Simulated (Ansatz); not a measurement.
P (layered bulk) (P6_3/mmc), computed twice by G0W0.

It takes space group P6_3/mmc (No. 194, hexagonal). Conventional cell: a = 3.209 Å, b = 3.209 Å, c = 9.958 Å, α = 90.00°, β = 90.00°, γ = 120.00°. P has 3 P at 2.23 Å nearest.

```xyz
4
Lattice="3.2086 0.0000 0.0000 -1.6043 2.7788 0.0000 0.0000 0.0000 9.9578" Properties=species:S:1:pos:R:3 pbc="T T T"
P     0.0000    1.8525    3.1145
P     1.6043    0.9263    1.8644
P     1.6043    0.9263    8.0934
P     0.0000    1.8525    6.8433
```

The structure was relaxed with PBEsol-D3(BJ). The runs that relaxed it are not among those shown.

The first (Ansatz 0.2.0; start PBEsol, 9×9×2 mesh, 370 empty bands, screening to 150 eV, PAW set soft_1 files; 1 × NVIDIA H100 80GB HBM3 (shared by 6 runs) with 3 threads of AMD EPYC 7R13 (Zen 3), shared host) gave, on its mesh: starting gap 0.64 eV, G0W0 gap 1.48 eV, RPA ε∞ (mean) 9.03, 40 s.

The second gave: starting gap 0.64 eV, G0W0 gap 1.31 eV, RPA ε∞ (mean) 9.22, 18 s.

**Question.** What was changed in the input? Choose among start, files, mesh, bands and cutoff, frequency model or another key.

Changed: empty bands from 370 to 93 and screening cutoff (eV) from 150.0 to 60. The starting gap stayed, which rules out the functional and points to the GW step. Other changes could give like numbers; this is the one that was made.

Limits: not at the basis limit; coarse k mesh.

[Paths, hosts, dates, memory and timing lines, banners, echoed tables and standing remarks are left out of the program output.]

[Logs are printed without paths, hosts, clocks, repeated set-up lines and the standing remarks that a program may print on its own settings, such as how far it seeks lower states.]

[Runs of the session that timed out or met a known fault of the program may be left out.]

[Cells called generated may have been cut or substituted from an entry of the Crystallography Open Database or the Materials Project.]

[Hosts, paths, dates, database ids (printed as entryN), source tags and the programs' standing remarks are cut or masked in the printed files.]
